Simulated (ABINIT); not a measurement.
# MgO (Fm-3m): a self-consistent loop beyond G0W0, cycle by cycle

Wanted: G0W0 and self-consistent gaps of MgO (Fm-3m), with the cost of the cycles.

Main program and level: ABINIT 10.8.3; LDA and many-body steps on it, plane waves.

**The experiments to reproduce.**

- Gap 7.83 eV: literature experimental gap; bulk crystal (quoted in “Electronic structure of alkaline earth and post-transition metal oxides”, 2009, arxiv:0908.1581).

Report form: the programs' logs are mostly left out.

### Step 1. Set-up

The structure is cubic, space group Fm-3m (No. 225). The conventional cell has a = 4.194 Å, b = 4.194 Å, c = 4.194 Å, α = 90.00°, β = 90.00°, γ = 90.00°. Nearest to Mg lie 6 O at 2.10 Å. Nearest to O lie 6 Mg at 2.10 Å. Farther neighbours and most contacts between anions are not listed.

The cell and positions are those that the Materials Project relaxed with its own functionals (PBE, PBE+U or r2SCAN), kept fixed.

### Step 2. Empty states on the mesh, 6×6×6 mesh, 85 bands

This step: ABINIT 10.8.3; DFT, LDA, plane waves, norm-conserving pseudopotentials.

The sums over transitions need many empty states on a uniform mesh; this step solves for them.

The input, run.abi:

```
acell 3*1.0 Angstrom
rprim 
  -0.000000000000 2.097001392700 2.097001392700
  2.097001392700 -0.000000000000 2.097001392700
  2.097001392700 2.097001392700 -0.000000000000
ntypat 2
znucl 12 8
natom 2
typat 1 2
xred 
  0.000000000000 0.000000000000 0.000000000000
  0.500000000000 0.500000000000 0.500000000000
pp_dirpath "pseudos"
pseudos "Mg.upf, O.upf"
ecut 38
ngkpt 6 6 6
nshiftk 1
shiftk 0 0 0
kptopt 1
chksymbreak 0
irdden 1
istwfk *1
nband 85
prtvol 0
optdriver 6
gwr_task "HDIAGO"
paral_kgb 0
occopt 1
indata_prefix "in"
outdata_prefix "out"
tmpdata_prefix "tmp"
```

Launch:

```
> OMP_NUM_THREADS=1 mpirun -n 4 abinit run.abi > log
```

The job ended after 11 s (4 MPI ranks of Arm Neoverse V1, shared host; peak memory 0.68 GiB; 43 s of CPU time).

This step gave:

| Property | Result |
| --- | --- |
| gap | 4.817 eV |
| k of the valence top | 0, 0, 0 |
| k of the conduction bottom | 0, 0, 0 |
| least direct gap | 4.817 eV |
| k points computed | 16 |
| lowest point of the top converged band, above the valence top | 126.8356 eV |

On this mesh the gap is 4.817 eV.

The density comes from a self-consistent run that is not shown.

### Step 3. Screening, 6×6×6 mesh, 77 bands, screening to 264 eV

The RPA dielectric matrix is built and inverted for each q.

This step: RPA screening on LDA, plane waves, norm-conserving pseudopotentials.

run.abi, as its differences from that of step 2:

```diff
@@ -20,10 +20,11 @@
 chksymbreak 0
-irdden 1
 istwfk *1
-nband 85
-prtvol 0
-optdriver 6
-gwr_task "HDIAGO"
-paral_kgb 0
 occopt 1
+irdwfk 1
+optdriver 3
+nband 77
+ecuteps 9.7
+inclvkb 2
+awtr 1
+symchi 1
 indata_prefix "in"
```

Run time: 58 s. Hardware: 4 MPI ranks; peak memory 0.7 GiB; 3.9 min of CPU time.

Numbers from this step:

| Property | Result |
| --- | --- |
| ε∞ with local fields, on this mesh, along the program's q direction | 3.083 |
| the same without local fields | 3.307 |
| plasma frequency | 34.59 eV |
| plane waves in the screening matrix | 169 |

Local fields lower ε∞ by 7 %.

### Step 4. G0W0

The self-energy is evaluated for the states that the input lists, and the levels follow from it, in one-shot runs by the linearised quasiparticle equation.

This step: G0W0 on LDA, plane waves, norm-conserving pseudopotentials.

run.abi, as its differences from that of step 3:

```diff
@@ -23,8 +23,19 @@
 irdwfk 1
-optdriver 3
+optdriver 4
 nband 77
+gwcalctyp 0
+ecutsigx 38
+symsigma 1
+nkptgw 3
+kptgw 
+  0.0000000000 0.0000000000 0.0000000000
+  0.5000000000 0.0000000000 0.0000000000
+  0.5000000000 0.5000000000 0.0000000000
+bdgw 
+  6 12
+  7 10
+  7 10
 ecuteps 9.7
-inclvkb 2
-awtr 1
-symchi 1
+irdscr 1
+ppmodel 1
 indata_prefix "in"
```

The job ended after 13 s (4 MPI ranks; peak memory 0.75 GiB; 51 s of CPU time).

Numbers from this step:

```
G0W0 gap on the points computed              : 7.507 eV
starting gap on the mesh                     : 4.817 eV
k of the valence top                         : 0, 0, 0
k of the conduction bottom                   : 0, 0, 0
Z at the valence top                         : 0.806
Z at the conduction bottom                   : 0.852
least direct G0W0 gap on the computed points : 7.507 eV
```

The gap on the mesh goes from 4.82 eV to 7.51 eV, a correction of +2.69 eV.

### Step 5. QSGW, cycle 1

This step: QSGW on LDA, plane waves, norm-conserving pseudopotentials.

run.abi, as its differences from that of step 4:

```diff
@@ -25,14 +25,40 @@
 nband 77
-gwcalctyp 0
+gwcalctyp 28
 ecutsigx 38
-symsigma 1
-nkptgw 3
+symsigma 0
+nkptgw 16
 kptgw 
   0.0000000000 0.0000000000 0.0000000000
+  0.1666666667 0.0000000000 0.0000000000
+  0.3333333333 0.0000000000 0.0000000000
   0.5000000000 0.0000000000 0.0000000000
+  0.1666666667 0.1666666667 0.0000000000
+  0.3333333333 0.1666666667 0.0000000000
+  0.5000000000 0.1666666667 0.0000000000
+  -0.3333333333 0.1666666667 0.0000000000
+  -0.1666666667 0.1666666667 0.0000000000
+  0.3333333333 0.3333333333 0.0000000000
+  0.5000000000 0.3333333333 0.0000000000
+  -0.3333333333 0.3333333333 0.0000000000
   0.5000000000 0.5000000000 0.0000000000
+  0.5000000000 0.3333333333 0.1666666667
+  -0.3333333333 0.3333333333 0.1666666667
+  -0.3333333333 0.5000000000 0.1666666667
 bdgw 
-  6 12
-  7 10
-  7 10
+  1 15
+  1 15
+  1 15
+  1 15
+  1 15
+  1 15
+  1 15
+  1 15
+  1 15
+  1 15
+  1 15
+  1 15
+  1 15
+  1 15
+  1 15
+  1 15
 ecuteps 9.7
@@ -40,2 +66,3 @@
 ppmodel 1
+rhoqpmix 0.3
 indata_prefix "in"
```

Elapsed: 9.9 min, on 4 MPI ranks; peak memory 1.1 GiB.

This step gave:

```yaml
quasiparticle_gap_on_the_mesh: 8.068 eV
gap_of_the_density_functional_on_the_mesh: 4.817 eV
k_of_the_valence_top: 0, 0, 0
k_of_the_conduction_bottom: 0, 0, 0
z_at_the_valence_top: 1
z_at_the_conduction_bottom: 1
least_direct_quasiparticle_gap_on_the_computed_points: 8.068 eV
```

Against G0W0 in ABINIT (6×6×6 mesh, 77 bands, screening to 264 eV, Godby-Needs plasmon pole), the gap moves by +0.561 eV.

### Step 6. Screening, 6×6×6 mesh, 77 bands, screening to 264 eV

This step: RPA screening on LDA, plane waves, norm-conserving pseudopotentials.

The input, run.abi:

```
acell 3*1.0 Angstrom
rprim 
  -0.000000000000 2.097001392700 2.097001392700
  2.097001392700 -0.000000000000 2.097001392700
  2.097001392700 2.097001392700 -0.000000000000
ntypat 2
znucl 12 8
natom 2
typat 1 2
xred 
  0.000000000000 0.000000000000 0.000000000000
  0.500000000000 0.500000000000 0.500000000000
pp_dirpath "pseudos"
pseudos "Mg.upf, O.upf"
ecut 38
ngkpt 6 6 6
nshiftk 1
shiftk 0 0 0
kptopt 1
chksymbreak 0
istwfk *1
occopt 1
irdwfk 1
optdriver 3
nband 77
ecuteps 9.7
inclvkb 2
awtr 1
symchi 1
gwcalctyp 28
mbpt_sciss 3.709 eV
nqptdm 1
qptdm 
  0 0 0
indata_prefix "in"
outdata_prefix "out"
tmpdata_prefix "tmp"
```

It took 3.8 s on 4 MPI ranks; peak memory 0.59 GiB; 15 s of CPU time.

This step gave:

- ε∞ with local fields, on this mesh, along the program's q direction: 2.602
- the same without local fields: 2.751
- plasma frequency: 34.59 eV
- plane waves in the screening matrix: 169

This screening uses the functional's bands under a rigid shift, the mean opening of the cycle before.

### Step 7. Screening, 6×6×6 mesh, 77 bands, screening to 264 eV

This step: RPA screening on LDA from quasiparticle energies and orbitals, plane waves, norm-conserving pseudopotentials.

run.abi, as its differences from that of step 6:

```diff
@@ -29,7 +29,21 @@
 symchi 1
+irdqps 1
 gwcalctyp 28
-mbpt_sciss 3.709 eV
-nqptdm 1
+nqptdm 15
 qptdm 
-  0 0 0
+  0.1666666667 0.0000000000 0.0000000000
+  0.3333333333 0.0000000000 0.0000000000
+  0.5000000000 0.0000000000 0.0000000000
+  0.1666666667 0.1666666667 0.0000000000
+  0.3333333333 0.1666666667 0.0000000000
+  0.5000000000 0.1666666667 0.0000000000
+  -0.3333333333 0.1666666667 0.0000000000
+  -0.1666666667 0.1666666667 0.0000000000
+  0.3333333333 0.3333333333 0.0000000000
+  0.5000000000 0.3333333333 0.0000000000
+  -0.3333333333 0.3333333333 0.0000000000
+  0.5000000000 0.5000000000 0.0000000000
+  0.5000000000 0.3333333333 0.1666666667
+  -0.3333333333 0.3333333333 0.1666666667
+  -0.3333333333 0.5000000000 0.1666666667
 indata_prefix "in"
```

The input, mrgscr.stdin:

```
2
merged
q0_SCR
out_SCR
1
```

Launch:

```
> OMP_NUM_THREADS=1 mpirun -n 4 abinit run.abi > log; mrgscr < mrgscr.stdin
```

It took 62 s on 4 MPI ranks; peak memory 0.69 GiB.

Numbers from this step:

| Property | Result |
| --- | --- |
| plasma frequency | 34.59 eV |
| plane waves in the screening matrix | 169 |

This screening reads the quasiparticle levels of the cycle before.

### Step 8. QSGW, cycle 2

The corrected levels of the last cycle go back in.

This step: QSGW on LDA, plane waves, norm-conserving pseudopotentials.

run.abi, as its differences from that of step 7:

```diff
@@ -23,12 +23,10 @@
 irdwfk 1
-optdriver 3
+optdriver 4
 nband 77
-ecuteps 9.7
-inclvkb 2
-awtr 1
-symchi 1
-irdqps 1
 gwcalctyp 28
-nqptdm 15
-qptdm 
+ecutsigx 38
+symsigma 0
+nkptgw 16
+kptgw 
+  0.0000000000 0.0000000000 0.0000000000
   0.1666666667 0.0000000000 0.0000000000
@@ -48,2 +46,24 @@
   -0.3333333333 0.5000000000 0.1666666667
+bdgw 
+  1 15
+  1 15
+  1 15
+  1 15
+  1 15
+  1 15
+  1 15
+  1 15
+  1 15
+  1 15
+  1 15
+  1 15
+  1 15
+  1 15
+  1 15
+  1 15
+ecuteps 9.7
+irdscr 1
+ppmodel 1
+irdqps 1
+rhoqpmix 0.3
 indata_prefix "in"
```

Launch:

```
> OMP_NUM_THREADS=1 mpirun -n 4 abinit run.abi > log
```

Run time: 9.9 min. Hardware: 4 MPI ranks; peak memory 1.1 GiB; 40 min of CPU time.

Numbers from this step:

```yaml
quasiparticle_gap_on_the_mesh: 8.75 eV
gap_of_the_density_functional_on_the_mesh: 4.817 eV
k_of_the_valence_top: 0, 0, 0
k_of_the_conduction_bottom: 0, 0, 0
least_direct_quasiparticle_gap_on_the_computed_points: 8.75 eV
```

Against the cycle before, the gap moves by +0.682 eV.

### Step 9. Screening, 6×6×6 mesh, 77 bands, screening to 264 eV

This step: RPA screening on LDA, plane waves, norm-conserving pseudopotentials.

The input, run.abi:

```
acell 3*1.0 Angstrom
rprim 
  -0.000000000000 2.097001392700 2.097001392700
  2.097001392700 -0.000000000000 2.097001392700
  2.097001392700 2.097001392700 -0.000000000000
ntypat 2
znucl 12 8
natom 2
typat 1 2
xred 
  0.000000000000 0.000000000000 0.000000000000
  0.500000000000 0.500000000000 0.500000000000
pp_dirpath "pseudos"
pseudos "Mg.upf, O.upf"
ecut 38
ngkpt 6 6 6
nshiftk 1
shiftk 0 0 0
kptopt 1
chksymbreak 0
istwfk *1
occopt 1
irdwfk 1
optdriver 3
nband 77
ecuteps 9.7
inclvkb 2
awtr 1
symchi 1
gwcalctyp 28
mbpt_sciss 4.405 eV
nqptdm 1
qptdm 
  0 0 0
indata_prefix "in"
outdata_prefix "out"
tmpdata_prefix "tmp"
```

Wall time 3.6 s (4 MPI ranks); peak memory 0.61 GiB.

Numbers from this step:

```
ε∞ with local fields, on this mesh, along the program's q direction : 2.538
the same without local fields                                       : 2.678
plasma frequency                                                    : 34.59 eV
plane waves in the screening matrix                                 : 169
```

This screening uses the functional's bands under a rigid shift, the mean opening of the cycle before.

### Step 10. Screening, 6×6×6 mesh, 77 bands, screening to 264 eV

This step: RPA screening on LDA from quasiparticle energies and orbitals, plane waves, norm-conserving pseudopotentials.

run.abi, as its differences from that of step 9:

```diff
@@ -29,7 +29,21 @@
 symchi 1
+irdqps 1
 gwcalctyp 28
-mbpt_sciss 4.405 eV
-nqptdm 1
+nqptdm 15
 qptdm 
-  0 0 0
+  0.1666666667 0.0000000000 0.0000000000
+  0.3333333333 0.0000000000 0.0000000000
+  0.5000000000 0.0000000000 0.0000000000
+  0.1666666667 0.1666666667 0.0000000000
+  0.3333333333 0.1666666667 0.0000000000
+  0.5000000000 0.1666666667 0.0000000000
+  -0.3333333333 0.1666666667 0.0000000000
+  -0.1666666667 0.1666666667 0.0000000000
+  0.3333333333 0.3333333333 0.0000000000
+  0.5000000000 0.3333333333 0.0000000000
+  -0.3333333333 0.3333333333 0.0000000000
+  0.5000000000 0.5000000000 0.0000000000
+  0.5000000000 0.3333333333 0.1666666667
+  -0.3333333333 0.3333333333 0.1666666667
+  -0.3333333333 0.5000000000 0.1666666667
 indata_prefix "in"
```

mrgscr.stdin is that of step 7.

Launch:

```
> OMP_NUM_THREADS=1 mpirun -n 4 abinit run.abi > log; mrgscr < mrgscr.stdin
```

It took 57 s on 4 MPI ranks; peak memory 0.69 GiB; 3.8 min of CPU time.

This step gave:

```
plasma frequency                    : 34.59 eV
plane waves in the screening matrix : 169
```

This screening reads the quasiparticle levels of the cycle before.

### Step 11. QSGW, cycle 3

This step: QSGW on LDA, plane waves, norm-conserving pseudopotentials.

run.abi, as its differences from that of step 10:

```diff
@@ -23,12 +23,10 @@
 irdwfk 1
-optdriver 3
+optdriver 4
 nband 77
-ecuteps 9.7
-inclvkb 2
-awtr 1
-symchi 1
-irdqps 1
 gwcalctyp 28
-nqptdm 15
-qptdm 
+ecutsigx 38
+symsigma 0
+nkptgw 16
+kptgw 
+  0.0000000000 0.0000000000 0.0000000000
   0.1666666667 0.0000000000 0.0000000000
@@ -48,2 +46,24 @@
   -0.3333333333 0.5000000000 0.1666666667
+bdgw 
+  1 15
+  1 15
+  1 15
+  1 15
+  1 15
+  1 15
+  1 15
+  1 15
+  1 15
+  1 15
+  1 15
+  1 15
+  1 15
+  1 15
+  1 15
+  1 15
+ecuteps 9.7
+irdscr 1
+ppmodel 1
+irdqps 1
+rhoqpmix 0.3
 indata_prefix "in"
```

Launch:

```
> OMP_NUM_THREADS=1 mpirun -n 4 abinit run.abi > log
```

It took 10 min on 4 MPI ranks; peak memory 1.1 GiB.

This step gave:

```
quasiparticle gap on the mesh                         : 8.956 eV
gap of the density functional on the mesh             : 4.817 eV
k of the valence top                                  : 0, 0, 0
k of the conduction bottom                            : 0, 0, 0
least direct quasiparticle gap on the computed points : 8.956 eV
```

Against the cycle before, the gap moves by +0.206 eV.

### Step 12. Screening, 6×6×6 mesh, 77 bands, screening to 264 eV

This step: RPA screening on LDA, plane waves, norm-conserving pseudopotentials.

The input, run.abi:

```
acell 3*1.0 Angstrom
rprim 
  -0.000000000000 2.097001392700 2.097001392700
  2.097001392700 -0.000000000000 2.097001392700
  2.097001392700 2.097001392700 -0.000000000000
ntypat 2
znucl 12 8
natom 2
typat 1 2
xred 
  0.000000000000 0.000000000000 0.000000000000
  0.500000000000 0.500000000000 0.500000000000
pp_dirpath "pseudos"
pseudos "Mg.upf, O.upf"
ecut 38
ngkpt 6 6 6
nshiftk 1
shiftk 0 0 0
kptopt 1
chksymbreak 0
istwfk *1
occopt 1
irdwfk 1
optdriver 3
nband 77
ecuteps 9.7
inclvkb 2
awtr 1
symchi 1
gwcalctyp 28
mbpt_sciss 4.599 eV
nqptdm 1
qptdm 
  0 0 0
indata_prefix "in"
outdata_prefix "out"
tmpdata_prefix "tmp"
```

Wall time 4.1 s (4 MPI ranks); peak memory 0.57 GiB; 16 s of CPU time.

Numbers from this step:

```
ε∞ with local fields, on this mesh, along the program's q direction : 2.521
the same without local fields                                       : 2.659
plasma frequency                                                    : 34.59 eV
plane waves in the screening matrix                                 : 169
```

This screening uses the functional's bands under a rigid shift, the mean opening of the cycle before.

### Step 13. Screening, 6×6×6 mesh, 77 bands, screening to 264 eV

This step: RPA screening on LDA from quasiparticle energies and orbitals, plane waves, norm-conserving pseudopotentials.

run.abi, as its differences from that of step 12:

```diff
@@ -29,7 +29,21 @@
 symchi 1
+irdqps 1
 gwcalctyp 28
-mbpt_sciss 4.599 eV
-nqptdm 1
+nqptdm 15
 qptdm 
-  0 0 0
+  0.1666666667 0.0000000000 0.0000000000
+  0.3333333333 0.0000000000 0.0000000000
+  0.5000000000 0.0000000000 0.0000000000
+  0.1666666667 0.1666666667 0.0000000000
+  0.3333333333 0.1666666667 0.0000000000
+  0.5000000000 0.1666666667 0.0000000000
+  -0.3333333333 0.1666666667 0.0000000000
+  -0.1666666667 0.1666666667 0.0000000000
+  0.3333333333 0.3333333333 0.0000000000
+  0.5000000000 0.3333333333 0.0000000000
+  -0.3333333333 0.3333333333 0.0000000000
+  0.5000000000 0.5000000000 0.0000000000
+  0.5000000000 0.3333333333 0.1666666667
+  -0.3333333333 0.3333333333 0.1666666667
+  -0.3333333333 0.5000000000 0.1666666667
 indata_prefix "in"
```

mrgscr.stdin is that of step 10.

Launch:

```
> OMP_NUM_THREADS=1 mpirun -n 4 abinit run.abi > log; mrgscr < mrgscr.stdin
```

Run time: 60 s. Hardware: 4 MPI ranks; peak memory 0.69 GiB; 4 min of CPU time.

Numbers from this step:

```yaml
plasma_frequency: 34.59 eV
plane_waves_in_the_screening_matrix: 169
```

This screening reads the quasiparticle levels of the cycle before.

### Step 14. QSGW, cycle 4

This step: QSGW on LDA, plane waves, norm-conserving pseudopotentials.

run.abi, as its differences from that of step 13:

```diff
@@ -23,12 +23,10 @@
 irdwfk 1
-optdriver 3
+optdriver 4
 nband 77
-ecuteps 9.7
-inclvkb 2
-awtr 1
-symchi 1
-irdqps 1
 gwcalctyp 28
-nqptdm 15
-qptdm 
+ecutsigx 38
+symsigma 0
+nkptgw 16
+kptgw 
+  0.0000000000 0.0000000000 0.0000000000
   0.1666666667 0.0000000000 0.0000000000
@@ -48,2 +46,24 @@
   -0.3333333333 0.5000000000 0.1666666667
+bdgw 
+  1 15
+  1 15
+  1 15
+  1 15
+  1 15
+  1 15
+  1 15
+  1 15
+  1 15
+  1 15
+  1 15
+  1 15
+  1 15
+  1 15
+  1 15
+  1 15
+ecuteps 9.7
+irdscr 1
+ppmodel 1
+irdqps 1
+rhoqpmix 0.3
 indata_prefix "in"
```

Launch:

```
> OMP_NUM_THREADS=1 mpirun -n 4 abinit run.abi > log
```

Wall time 9.9 min (4 MPI ranks); peak memory 1.1 GiB.

Numbers from this step:

* quasiparticle gap on the mesh: 8.956 eV
* gap of the density functional on the mesh: 4.817 eV
* k of the valence top: 0, 0, 0
* k of the conduction bottom: 0, 0, 0
* least direct quasiparticle gap on the computed points: 8.956 eV

Against the cycle before, the gap moves by +0.000 eV.

### Step 15. Screening, 6×6×6 mesh, 77 bands, screening to 264 eV

This step: RPA screening on LDA, plane waves, norm-conserving pseudopotentials.

The input, run.abi:

```
acell 3*1.0 Angstrom
rprim 
  -0.000000000000 2.097001392700 2.097001392700
  2.097001392700 -0.000000000000 2.097001392700
  2.097001392700 2.097001392700 -0.000000000000
ntypat 2
znucl 12 8
natom 2
typat 1 2
xred 
  0.000000000000 0.000000000000 0.000000000000
  0.500000000000 0.500000000000 0.500000000000
pp_dirpath "pseudos"
pseudos "Mg.upf, O.upf"
ecut 38
ngkpt 6 6 6
nshiftk 1
shiftk 0 0 0
kptopt 1
chksymbreak 0
istwfk *1
occopt 1
irdwfk 1
optdriver 3
nband 77
ecuteps 9.7
inclvkb 2
awtr 1
symchi 1
gwcalctyp 28
mbpt_sciss 4.592 eV
nqptdm 1
qptdm 
  0 0 0
indata_prefix "in"
outdata_prefix "out"
tmpdata_prefix "tmp"
```

The job ended after 3.6 s (4 MPI ranks; peak memory 0.61 GiB; 14 s of CPU time).

This step gave:

| Quantity | Value |
| --- | --- |
| ε∞ with local fields, on this mesh, along the program's q direction | 2.522 |
| the same without local fields | 2.659 |
| plasma frequency | 34.59 eV |
| plane waves in the screening matrix | 169 |

This screening uses the functional's bands under a rigid shift, the mean opening of the cycle before.

### Step 16. Screening, 6×6×6 mesh, 77 bands, screening to 264 eV

This step: RPA screening on LDA from quasiparticle energies and orbitals, plane waves, norm-conserving pseudopotentials.

run.abi, as its differences from that of step 15:

```diff
@@ -29,7 +29,21 @@
 symchi 1
+irdqps 1
 gwcalctyp 28
-mbpt_sciss 4.592 eV
-nqptdm 1
+nqptdm 15
 qptdm 
-  0 0 0
+  0.1666666667 0.0000000000 0.0000000000
+  0.3333333333 0.0000000000 0.0000000000
+  0.5000000000 0.0000000000 0.0000000000
+  0.1666666667 0.1666666667 0.0000000000
+  0.3333333333 0.1666666667 0.0000000000
+  0.5000000000 0.1666666667 0.0000000000
+  -0.3333333333 0.1666666667 0.0000000000
+  -0.1666666667 0.1666666667 0.0000000000
+  0.3333333333 0.3333333333 0.0000000000
+  0.5000000000 0.3333333333 0.0000000000
+  -0.3333333333 0.3333333333 0.0000000000
+  0.5000000000 0.5000000000 0.0000000000
+  0.5000000000 0.3333333333 0.1666666667
+  -0.3333333333 0.3333333333 0.1666666667
+  -0.3333333333 0.5000000000 0.1666666667
 indata_prefix "in"
```

mrgscr.stdin is that of step 13.

Launch:

```
> OMP_NUM_THREADS=1 mpirun -n 4 abinit run.abi > log; mrgscr < mrgscr.stdin
```

Elapsed: 57 s, on 4 MPI ranks; peak memory 0.69 GiB.

This step gave:

```yaml
plasma_frequency: 34.59 eV
plane_waves_in_the_screening_matrix: 169
```

This screening reads the quasiparticle levels of the cycle before.

(Continued in part 2 of 2.)

[Paths, hosts, dates, memory and timing lines, banners, echoed tables and standing remarks are left out of the program output.]

[Logs are printed without paths, hosts, clocks, repeated set-up lines and the standing remarks that a program may print on its own settings, such as how far it seeks lower states.]

[Runs of the session that timed out or met a known fault of the program may be left out.]

[Hosts, paths, dates, database ids (printed as entryN), source tags and the programs' standing remarks are cut or masked in the printed files.]

[G0W0 gaps are taken among the corrected bands and points alone; a level outside them can change the order at an edge.]

[Where Ansatz stands beside ABINIT at settings called matched, ABINIT's density can come from a denser mesh and the files from another edition; pairs whose starting gaps differed by over 0.03 eV were left out, so agreement reads better than it is.]
